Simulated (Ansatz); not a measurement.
**How many bands does the GW gap of WS2 (Tungstenite) need?**

Wanted: a G0W0 gap for WS2 (Tungstenite) that is converged in bands and cutoff, or an estimate of the limit.

Program: Ansatz 0.2.0. Level of theory: G0W0 on PBE, plane waves, PAW. Results are calculated unless marked as measured.

## Step 1: Set-up

The structure is hexagonal, space group P6_3/mmc (No. 194). The conventional cell has a = 3.153 Å, b = 3.153 Å, c = 12.323 Å, α = 90.00°, β = 90.00°, γ = 120.00°. Nearest to W lie 6 S at 2.40 Å. Nearest to S lie 3 W at 2.40 Å. Farther neighbours and most contacts between anions are not listed.

Coordinates:

```cif
data_structure
_symmetry_space_group_name_H-M 'P6_3/mmc'
_symmetry_Int_Tables_number 194
_cell_length_a 3.1532
_cell_length_b 3.1532
_cell_length_c 12.3230
_cell_angle_alpha 90.000
_cell_angle_beta 90.000
_cell_angle_gamma 120.000
_cell_volume 106.11
loop_
_atom_site_label
_atom_site_type_symbol
_atom_site_symmetry_multiplicity
_atom_site_Wyckoff_symbol
_atom_site_fract_x
_atom_site_fract_y
_atom_site_fract_z
_atom_site_occupancy
W1 W 2 c 0.33333 0.66667 0.25000 1
S1 S 4 f 0.33333 0.66667 0.62250 1
```

The cell and positions come from the Crystallography Open Database and are kept as given unless a step says otherwise. Spin-orbit coupling is left out unless a step names it. The default PAW set here is soft_2. Its files were made with PBE.

## Step 2: 111 empty bands, screening to 60 eV

G0W0 replaces the xc potential by the self-energy, built once from these orbitals. Only a window of levels is corrected, while the sums run over the empty bands that the input names.

input.yaml

```yaml
crystal:
  lattice:
    - [3.1532, 0.0, 0.0]
    - [-1.5766, 2.7307513032, 0.0]
    - [0.0, 0.0, 12.323]
  atoms:
    - { symbol: W, position: [0.3333333333, 0.6666666667, 0.25] }
    - { symbol: W, position: [0.6666666667, 0.3333333333, 0.75] }
    - { symbol: S, position: [0.3333333333, 0.6666666667, 0.6225] }
    - { symbol: S, position: [0.6666666667, 0.3333333333, 0.1225] }
    - { symbol: S, position: [0.3333333333, 0.6666666667, 0.8775] }
    - { symbol: S, position: [0.6666666667, 0.3333333333, 0.3775] }
kpoints:
  mp_grid: { grid: [6, 6, 2] }
hamiltonian:
  xc: pbe
scf:
  occupations: { method: fixed }
gw:
  n_empty_bands: 111
  ecut_chi: 60
  qp_bands: [v2, c2]
  qp_kpoints: band_edges
  screening: { model: contour_deformation }
```

Run with:

```
$ ansatz run input.yaml --threads 2 --pin off --max-ram 92160MiB --backend cuda --events-out ev --progress --plain --runs-dir out --devices 1 --max-vram 13GiB  # rebuilt from the run's record
```

Numbers of over 12 decimals in the logs are rounded to 6 here.

Output:

```text
GPUs: using 1 of 1 available (devices: 1).
Engine: ansatz 0.2.0, x86_64-unknown-linux-gnu
Pseudopotentials: kind: paw
Pseudopotential: W, paw, valence charge 14, recommended cutoff 420 eV (normal), W.paw.azcp
Pseudopotential: S, paw, valence charge 6, recommended cutoff 420 eV (normal), S.paw.azcp
Functional definition: PBE
  parameter kappa = 0.804
  parameter beta = 0.066725
  exchange = pbe_x(kappa = kappa, mu = beta*pi^2/3)
  correlation = pbe_c(beta = beta)
device memory: the entry about to start is reckoned to put 1.1 GiB on a device that reports 48.8 GiB free (of which the cap on the GPU budget leaves the run 13.0 GiB)
GPU FFT provider: cuFFT
GPU libraries: cuBLAS 13.8.2, cuFFT 12.4.0, cuSOLVER 12.3.4
Crystal: 6 atoms, lattice volume = 106.108 Å³
Basis set: ecut = 420 eV, 2057 PW (Γ)
Bands: 32, of which v1, the nominal top of the filled ones, is band 26 counted from 1 (25 counted from 0)
Symmetry: 24 space group operations
Space group: P63/mmc (ITA 194), of the structure as read, at distance tolerance 4.7e-5 Å
k-points: 14 of 72
Non-local potential: W, projectors of the file, l = 0: 3, l = 1: 2, l = 2: 2, l = 3: 1
Non-local potential: S, projectors of the file, l = 0: 2, l = 1: 2, l = 2: 2
PAW form: soft (Blöchl's): semilocal exchange-correlation on the pseudo side does not see the compensation charge
PAW one-centre angular grid: W, 590 points (default); XC on 64 Gauss nodes
PAW one-centre angular grid: S, 110 points (default); XC on 64 Gauss nodes
Initial density: superposition of atomic densities (neutral atoms: chi_scale 0, normalization atom), corrected by the library's trained network
Initial wavefunctions: pseudopotential atomic-orbital guess
GPU buffer pool allocated for 51840 grid points (all kernels)
GPU transforms: local potential and band sums: pruned to the plane-wave sphere, on 24×24×90
Functional: x = pbe(κ = 0.804, μ = 0.219515), c = pbe(β = 0.066725)
SCF iter   1: F=—  HF=-24382.730793 eV  |F-HF|=—  |Δ(HF+E_count)|=         —  Δρ=5.24e-3  dr2=1.40e-2  ethr=1.77e-3  ⟨swp⟩=5.0  Hψ=1824  notcnv=0  defer=34
preconditioner: auto → Resta (q_TF=auto, 2.423 Å⁻¹)  ε∞=7.5  [insulator: Δε(μ)=0.973 eV  Ē_g=8.457 eV  n_scr=26 (ndim 8)  ℏωp=21.6 eV  f_vac=0.016  ε∞_Penn≈7.5]
SCF iter   2: F=—  HF=-24382.735470 eV  |F-HF|=—  |Δ(HF+E_count)|=   4.68e-3  Δρ=2.84e-3  dr2=2.39e-3  ethr=2.69e-5  ⟨swp⟩=2.1  Hψ=765  notcnv=0  defer=54
SCF iter   3: F=—  HF=-24382.739376 eV  |F-HF|=—  |Δ(HF+E_count)|=   3.91e-3  Δρ=1.10e-3  dr2=4.28e-4  ethr=4.59e-6  ⟨swp⟩=2.0  Hψ=668  notcnv=0  defer=54
SCF iter   4: F=—  HF=-24382.740069 eV  |F-HF|=—  |Δ(HF+E_count)|=   6.93e-4  Δρ=7.30e-5  dr2=8.85e-6  ethr=8.23e-7  ⟨swp⟩=2.0  Hψ=707  notcnv=0  defer=54
SCF iter   5: F=—  HF=-24382.740073 eV  |F-HF|=—  |Δ(HF+E_count)|=   3.94e-6  Δρ=1.93e-5  dr2=4.54e-7  ethr=1.70e-8  ⟨swp⟩=2.0  Hψ=653  notcnv=0  defer=7
SCF iter   6: F=-24382.740073 eV  HF=-24382.740073 eV  |F-HF|=3.11e-8  |Δ(HF+E_count)|=   2.32e-7  Δρ=5.46e-6  dr2=4.66e-8  ethr=1.92e-10  ⟨swp⟩=6.0  Hψ=1449  notcnv=0
SCF 1 converged in 6 iterations: F = -24382.740073 eV  dr2 = 4.66e-8
  greatest PAW one-centre occupation: 1.000 electrons in one spin orbital (limit 2), on the W atom at site 0 (counted from 0), in its partial waves of l = 0
device memory: the entry about to start is reckoned to put 1.2 GiB (of the 1.3 GiB reckoned in all, the device holds 0.1 GiB already) on a device that reports 45.9 GiB free (of which the cap on the GPU budget leaves the run 12.9 GiB)
NSCF: frozen V_eff on 14 k-points, pencils in batches of 32, up to order 128
the band table was solved once the SCF had ended and its energy, with any forces and stress, was formed, with the checks that follow a solve (1818 applications of the Hamiltonian). They found nothing against the state; the energy, forces and stress were not computed again (output.eigenvalues in the input reference)
device memory: the entry about to start is reckoned to put 2.6 GiB on a device that reports 46.8 GiB free (of which the cap on the GPU budget leaves the run 13.0 GiB)
NSCF: frozen V_eff on 14 k-points
G₀W₀ screening: q 1/14
[... further progress lines ...]
SCF converged after 6 iterations
Free energy (F): -24382.740073 eV
Harris-Foulkes:  -24382.740073 eV  (|F-HF|=3.11e-8)
Internal energy: -24382.740073 eV  (E = F + TS)
E sigma→0 (E₀):  -24382.740073 eV
Fermi energy:    11.772355 eV
--- Per-component energies (eV) ---
  E_band       = -370.176484
  E_kinetic    = 1334.930425
  E_local      = -3493.891376  (includes V_loc(G=0)·N_el)
  E_nonlocal   = 114.816403
  E_hartree    = 1387.836124
  E_xc         = -925.296252
  E_vxc        = -831.408121  (∫ρ·V_xc dr)
  E_paw        = -19526.370332  (= ΣΔE_a)
  E_vpaw       = -270.301021  (= ΣTr[D̂ρ^β])
  E_aug_tail   = -0.000124  (compensation charges beyond the density's cutoff)
  E_ewald      = -3274.764942
  E_smearing   = -0.000000  (= −TS)
  E_closure    = 0.000000  (closes the sum)
  Σ components = -24382.740073   (vs F -24382.740073, Δ=0.00e0)
--- Band table (eV; the first three rows and the last of 14) ---
  k-point 0: bands = [... 22 lower, 9.5825, 10.2596, 10.5463, 11.7724, 14.0831, 14.0831, 14.0936, 14.0936, ... 2 higher]
  k-point 1: bands = [... 22 lower, 9.5557, 9.5557, 11.4543, 11.4543, 14.0758, 14.0758, 14.0758, 14.0758, ... 2 higher]
  k-point 2: bands = [... 22 lower, 9.4496, 10.3110, 10.5109, 10.9318, 13.3421, 13.7797, 13.9391, 14.0159, ... 2 higher]
  k-point 13: bands = [... 22 lower, 8.6637, 8.6637, 11.1204, 11.1204, 13.0734, 13.0734, 14.3557, 14.3557, ... 2 higher]
--- G₀W₀: contour deformation, 7 samples at zero and on the imaginary axis and 1 off it, 72 q-points, 111 empty bands' worth ---
  eigenvalues of the whole cell's RPA ε∞ on this k-mesh (on a slab, of 1 + 4πα/V) = 5.9642, 14.4503, 14.4503; static W/v taken at q = 0 is 0.071948
  bands read: the sum over 137 bands ends inside a degenerate multiplet in 8 slots, whose members it reads at an even weight; the widest, k=1: bands 137 to 138 (counted from 1) at 1/2 each
  gw.qp_kpoints: band_edges: 10 of 14 stored k-points solved, in 1 pass; an edge of the gap read off the rows below is read off those points alone
    valence top: of the k-points left out ik 6 came nearest to being solved in a further pass, in band 26 (counted from 1, as in the quasiparticle table): it holds the edge there only if its correction is more favourable than any solved in that band by at least 1.526 eV; those differ by 0.124 eV
    conduction bottom: of the k-points left out ik 4 came nearest to being solved in a further pass, in band 27 (counted from 1, as in the quasiparticle table): it holds the edge there only if its correction is more favourable than any solved in that band by at least 0.685 eV; those differ by 0.214 eV
    ik  band        ε_KS         Σx   Σc(E_QP)       V_xc       Z   E_QP_lin       E_QP  E_QP is
     0    25     10.5463   -18.2760     1.4071   -16.9847  0.7574    10.6619    10.6622  root
     0    26     11.7724   -19.4998     0.9657   -18.8127  0.7644    12.0504    12.0510  root
     0    27     14.0831   -13.7635    -3.8650   -18.4151  0.7641    14.8814    14.8697  root
     0    28     14.0831   -13.7635    -3.8650   -18.4151  0.7641    14.8814    14.8697  root
     1    25     11.4543   -19.2051     1.2157   -18.2106  0.7643    11.6750    11.6755  root
     1    26     11.4543   -19.2051     1.2157   -18.2106  0.7643    11.6750    11.6755  root
     1    27     14.0758   -13.7199    -3.8408   -18.3391  0.7636    14.8658    14.8542  root
     1    28     14.0758   -13.7199    -3.8408   -18.3391  0.7636    14.8658    14.8542  root
     2    25     10.5109   -18.8641     1.5034   -17.5097  0.7571    10.6596    10.6599  root
     2    26     10.9318   -19.1836     1.3452   -18.0464  0.7612    11.1394    11.1399  root
     2    27     13.3421   -13.3133    -3.5385   -17.4887  0.7669    13.9856    13.9791  root
     2    28     13.7797   -14.0801    -3.5826   -18.3749  0.7578    14.5017    14.4919  root
     3    25     10.8665   -19.2205     1.4618   -17.9488  0.7607    11.0562    11.0567  root
     3    26     10.8665   -19.2205     1.4618   -17.9488  0.7607    11.0562    11.0567  root
     3    27     13.6277   -13.6594    -3.6576   -17.9950  0.7637    14.3139    14.3056  root
     3    28     13.6277   -13.6594    -3.6576   -17.9950  0.7637    14.3139    14.3056  root
     8    25     10.2360   -19.5561     1.7231   -18.0073  0.7545    10.4098    10.4103  root
     8    26     10.2628   -19.5826     1.6854   -18.0750  0.7542    10.4401    10.4406  root
     8    27     12.7498   -12.9892    -3.3615   -16.9238  0.7741    13.3272    13.3229  root
     8    28     13.6040   -14.1940    -3.7647   -18.6731  0.7606    14.3283    14.3184  root
     9    25     10.2547   -19.5773     1.7031   -18.0510  0.7544    10.4310    10.4315  root
     9    26     10.2547   -19.5773     1.7031   -18.0510  0.7544    10.4310    10.4315  root
     9    27     13.1497   -13.5351    -3.5324   -17.7065  0.7697    13.7949    13.7886  root
     9    28     13.1497   -13.5351    -3.5324   -17.7065  0.7697    13.7949    13.7886  root
[...]
12    25     11.0286   -18.6732     1.0209   -17.8364  0.7655    11.2124    11.2127  root
    12    26     11.2359   -19.1662     0.9538   -18.4487  0.7657    11.4715    11.4721  root
    12    27     13.0733   -15.7447    -3.4390   -19.9202  0.7657    13.8181    13.8098  root
    12    28     13.0733   -15.7447    -3.4390   -19.9202  0.7657    13.8181    13.8098  root
    13    25     11.1204   -18.8566     0.9813   -18.0821  0.7657    11.3267    11.3272  root
    13    26     11.1204   -18.8566     0.9813   -18.0821  0.7657    11.3267    11.3272  root
    13    27     13.0734   -15.7503    -3.4389   -19.9259  0.7657    13.8184    13.8101  root
    13    28     13.0734   -15.7503    -3.4389   -19.9259  0.7657    13.8184    13.8101  root
```

Run time: 9.2 s. Hardware: 1 × NVIDIA H100 80GB HBM3 (shared by 6 runs) with 2 threads of AMD EPYC 7R13 (Zen 3), shared host; peak memory 1.2 GiB.

In the SCF lines HF is the Harris–Foulkes energy and dr2 the Hartree energy of the density residual, in eV; the loop may stop once dr2 is under the threshold and the program's other checks hold. Hψ counts applications of the Hamiltonian.

Numbers from this step:

* bands summed: 137
* RPA ε∞ on this mesh (eigenvalues): 5.964, 14.45, 14.45
* plane waves in the screening matrix: 93
* q-points in the mesh: 72
* G0W0 gap on the mesh: 1.272 eV
* k of the valence top: 0, 0, 0
* k of the conduction bottom: 0.1667, 0.1667, 0
* starting gap on the mesh: 0.9775 eV
* Z at the valence top: 0.7644
* Z at the conduction bottom: 0.7741
* least direct G0W0 gap on the computed points: 2.338 eV

The gap on the mesh goes from 0.98 eV to 1.27 eV, a correction of +0.29 eV. Between the two edge states, bare exchange in place of the xc potential would open the gap by 4.62 eV, and correlation takes back 4.33 eV.

## Step 3: 316 empty bands, screening to 120 eV

Another rung: the empty bands reach about as high as the screening cutoff, so the two stay in balance.

Edit input.yaml of step 2 so:

```diff
@@ -19,4 +19,4 @@
 gw:
-  n_empty_bands: 111
-  ecut_chi: 60
+  n_empty_bands: 316
+  ecut_chi: 120
   qp_bands: [v2, c2]
```

Output:

```text
GPUs: using 1 of 1 available (devices: 1).
[...]
GPU FFT provider: cuFFT
GPU libraries: cuBLAS 13.8.2, cuFFT 12.4.0, cuSOLVER 12.3.4
Crystal: 6 atoms, lattice volume = 106.108 Å³
Basis set: ecut = 420 eV, 2057 PW (Γ)
Bands: 32, of which v1, the nominal top of the filled ones, is band 26 counted from 1 (25 counted from 0)
Symmetry: 24 space group operations
[...]
k-points: 14 of 72
[...]
GPU buffer pool allocated for 51840 grid points (all kernels)
[...]
SCF iter   1: F=—  HF=-24382.730793 eV  |F-HF|=—  |Δ(HF+E_count)|=         —  Δρ=5.24e-3  dr2=1.40e-2  ethr=1.77e-3  ⟨swp⟩=5.0  Hψ=1824  notcnv=0  defer=34
[...]
SCF iter   6: F=-24382.740073 eV  HF=-24382.740073 eV  |F-HF|=3.11e-8  |Δ(HF+E_count)|=   2.32e-7  Δρ=5.46e-6  dr2=4.66e-8  ethr=1.92e-10  ⟨swp⟩=6.0  Hψ=1449  notcnv=0
SCF 1 converged in 6 iterations: F = -24382.740073 eV  dr2 = 4.66e-8
[...]
NSCF: frozen V_eff on 14 k-points, pencils in batches of 32, up to order 128
[...]
NSCF: frozen V_eff on 14 k-points
G₀W₀ screening: q 1/14
[... further progress lines ...]
SCF converged after 6 iterations
Free energy (F): -24382.740073 eV
[...]
Internal energy: -24382.740073 eV  (E = F + TS)
E sigma→0 (E₀):  -24382.740073 eV
Fermi energy:    11.772355 eV
[...]
--- Band table (eV; the first three rows and the last of 14) ---
  k-point 0: bands = [... 22 lower, 9.5825, 10.2596, 10.5463, 11.7724, 14.0831, 14.0831, 14.0936, 14.0936, ... 2 higher]
  k-point 1: bands = [... 22 lower, 9.5557, 9.5557, 11.4543, 11.4543, 14.0758, 14.0758, 14.0758, 14.0758, ... 2 higher]
  k-point 2: bands = [... 22 lower, 9.4496, 10.3110, 10.5109, 10.9318, 13.3421, 13.7797, 13.9391, 14.0159, ... 2 higher]
  k-point 13: bands = [... 22 lower, 8.6637, 8.6637, 11.1204, 11.1204, 13.0734, 13.0734, 14.3557, 14.3557, ... 2 higher]
[...]
0    25     10.5463   -18.2760     1.0484   -16.9847  0.7516    10.3023    10.3033  root
     0    26     11.7724   -19.4998     0.5300   -18.8127  0.7572    11.6151    11.6154  root
     0    27     14.0831   -13.7635    -4.2710   -18.4151  0.7581    14.4662    14.4638  root
     0    28     14.0831   -13.7635    -4.2710   -18.4151  0.7581    14.4662    14.4638  root
     1    25     11.4543   -19.2051     0.7940   -18.2106  0.7575    11.2533    11.2538  root
     1    26     11.4543   -19.2051     0.7940   -18.2106  0.7575    11.2533    11.2538  root
     1    27     14.0758   -13.7199    -4.2469   -18.3391  0.7575    14.4504    14.4481  root
     1    28     14.0758   -13.7199    -4.2469   -18.3391  0.7575    14.4504    14.4481  root
[...]
13    25     11.1204   -18.8566     0.5845   -18.0821  0.7601    10.9300    10.9304  root
    13    26     11.1204   -18.8566     0.5845   -18.0821  0.7601    10.9300    10.9304  root
    13    27     13.0734   -15.7503    -3.8683   -19.9259  0.7584    13.3820    13.3808  root
    13    28     13.0734   -15.7503    -3.8683   -19.9259  0.7584    13.3820    13.3808  root
```

Wall time 15 s (1 × NVIDIA H100 80GB HBM3 (shared by 6 runs) with 2 threads); peak memory 1.5 GiB.

Numbers from this step:

* bands summed: 342
* RPA ε∞ on this mesh (eigenvalues): 5.922, 13.98, 13.98
* plane waves in the screening matrix: 317
* q-points in the mesh: 72
* G0W0 gap on the mesh: 1.349 eV
* k of the valence top: 0, 0, 0
* k of the conduction bottom: 0.1667, 0.1667, 0
* starting gap on the mesh: 0.9775 eV
* Z at the valence top: 0.7572
* Z at the conduction bottom: 0.7683
* least direct G0W0 gap on the computed points: 2.318 eV

Against the run with 6×6×2 mesh, 111 empty bands, screening to 60 eV, the gap moves by +0.08 eV.

## Step 4: 681 empty bands, screening to 200 eV

Edit input.yaml of step 3 so:

```diff
@@ -19,4 +19,4 @@
 gw:
-  n_empty_bands: 316
-  ecut_chi: 120
+  n_empty_bands: 681
+  ecut_chi: 200.0
   qp_bands: [v2, c2]
```

Output:

```text
GPUs: using 1 of 1 available (devices: 1).
[...]
GPU FFT provider: cuFFT
GPU libraries: cuBLAS 13.8.2, cuFFT 12.4.0, cuSOLVER 12.3.4
Crystal: 6 atoms, lattice volume = 106.108 Å³
Basis set: ecut = 420 eV, 2057 PW (Γ)
Bands: 32, of which v1, the nominal top of the filled ones, is band 26 counted from 1 (25 counted from 0)
Symmetry: 24 space group operations
[...]
k-points: 14 of 72
[...]
1    28     14.0758   -13.7199    -4.4439   -18.3391  0.7564    14.2516    14.2512  root
[...]
13    25     11.1204   -18.8566     0.4001   -18.0821  0.7583    10.7444    10.7460  root
    13    26     11.1204   -18.8566     0.4001   -18.0821  0.7583    10.7444    10.7460  root
    13    27     13.0734   -15.7503    -4.0670   -19.9259  0.7555    13.1822    13.1820  root
    13    28     13.0734   -15.7503    -4.0670   -19.9259  0.7555    13.1822    13.1820  root
[key lines of the parts left out:]
SCF converged after 6 iterations
Free energy (F): -24382.740073 eV
Fermi energy:    11.772355 eV
```

Wall time 30 s (1 × NVIDIA H100 80GB HBM3 (shared by 6 runs) with 2 threads); peak memory 2.6 GiB.

Numbers from this step:

```
bands summed                                 : 707
RPA ε∞ on this mesh (eigenvalues)            : 5.917, 13.89, 13.89
plane waves in the screening matrix          : 689
G0W0 gap on the mesh                         : 1.387 eV
k of the valence top                         : 0, 0, 0
k of the conduction bottom                   : 0.1667, 0.1667, 0
starting gap on the mesh                     : 0.9775 eV
least direct G0W0 gap on the computed points : 2.311 eV
```

Against the run with 6×6×2 mesh, 316 empty bands, screening to 120 eV, the gap moves by +0.04 eV.

(Part 1 of 2 ends here.)

[Paths, hosts, dates, memory and timing lines, banners, echoed tables and standing remarks are left out of the program output.]

[Logs are printed without paths, hosts, clocks, repeated set-up lines and the standing remarks that a program may print on its own settings, such as how far it seeks lower states.]

[Runs of the session that timed out or met a known fault of the program may be left out.]

[Cells called generated may have been cut or substituted from an entry of the Crystallography Open Database or the Materials Project.]

[Hosts, paths, dates, database ids (printed as entryN), source tags and the programs' standing remarks are cut or masked in the printed files.]
